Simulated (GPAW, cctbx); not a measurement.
# By hand: from a DFT structure factor to an extinction distance in Rb2ScSe2

Rb2ScSe2, Ibam (no. 72), a = 7.7425 Å, b = 13.8630 Å, c = 6.8152 Å, α = 90.00°, β = 90.00°, γ = 90.00°.

```csv
atom,mult.,x,y,z
Rb1,8,0.6464,0.1507,1/2
Se1,8,0.3068,0.4000,0
Sc1,4,0,0,3/4
```

The start was made by putting kin elements into a known structure type; the compound need not exist, or be stable, in this form.

A DFT run (GPAW, PBE, 450 eV, 3×3×3 k-points, Fermi–Dirac width 0.05 eV) gives the static X-ray structure factor of 110 as 52.838 e for the conventional cell; superposed free atoms give 51.667 e. **Problem.** Find the Fourier component V of the crystal potential and the two-beam extinction distance at 120 kV in both cases.

## 1. Geometry

The cell volume is Ω = 731.50 Å³ and d(110) = 6.7597 Å, so g = 1/d = 0.1479 Å⁻¹.

## 2. The nuclei

Electrons feel nuclei as well as electrons, so the nuclear charges are summed with the same phases.

Phase sums Σ exp(2πi h·x), turned so that the total is real and positive: Rb -2.833, Se +2.263, Sc +4.000. Then F_Z = 37 × (-2.833) + 34 × (+2.263) + 21 × (+4.000) = 56.11 e. The electron term has the same sign for this reflection.

## 3. Mott–Bethe

Poisson's equation, term by term, gives V = (e/4πε₀)(F_Z − F)/(πΩg²), with e/4πε₀ = 14.3996 V Å.

The prefactor is 14.3996 × 6.7597²/(π × 731.50) = 0.28631 V per electron. Free atoms: (56.11 − 51.667) × 0.28631 = 1.273 V. Crystal: (56.11 − 52.838) × 0.28631 = 0.937 V. F changes by +2.27 % and V by -26.3 %: the same 1.17 e is measured against F_Z − F = 4.4 e in place of F = 51.7 e.

## 4. Extinction distance

In the two-beam case ξ = 1/(λU) with U = 2γm₀eV/h², that is ξ = 150.41 V Å²/(γλV).

At 120 kV, λ = 0.03349 Å and γ = 1.2348. Free atoms: ξ = 2858 Å. Crystal: ξ = 3880 Å. The thickness fringes go as sin²(πt/ξ), so the two patterns slip by a quarter of a period when t|1/ξ₁ − 1/ξ₀| = 1/4, at t ≈ 271 nm. Thermal motion, absorption and many-beam coupling, left out here, change a real pattern.

## 5. Answer

V(110) is 0.94 V against 1.27 V, and ξ is 3880 against 2858 Å. Limits: static atoms, two beams.

[Outputs are excerpts: Python notices, other lines and further rows are left out; steps that failed or that the build refused (PBEsol, TPSS) are not shown.]

[Logs are printed without paths, hosts, clocks, repeated set-up lines and the standing remarks that a program may print on its own settings, such as how far it seeks lower states.]
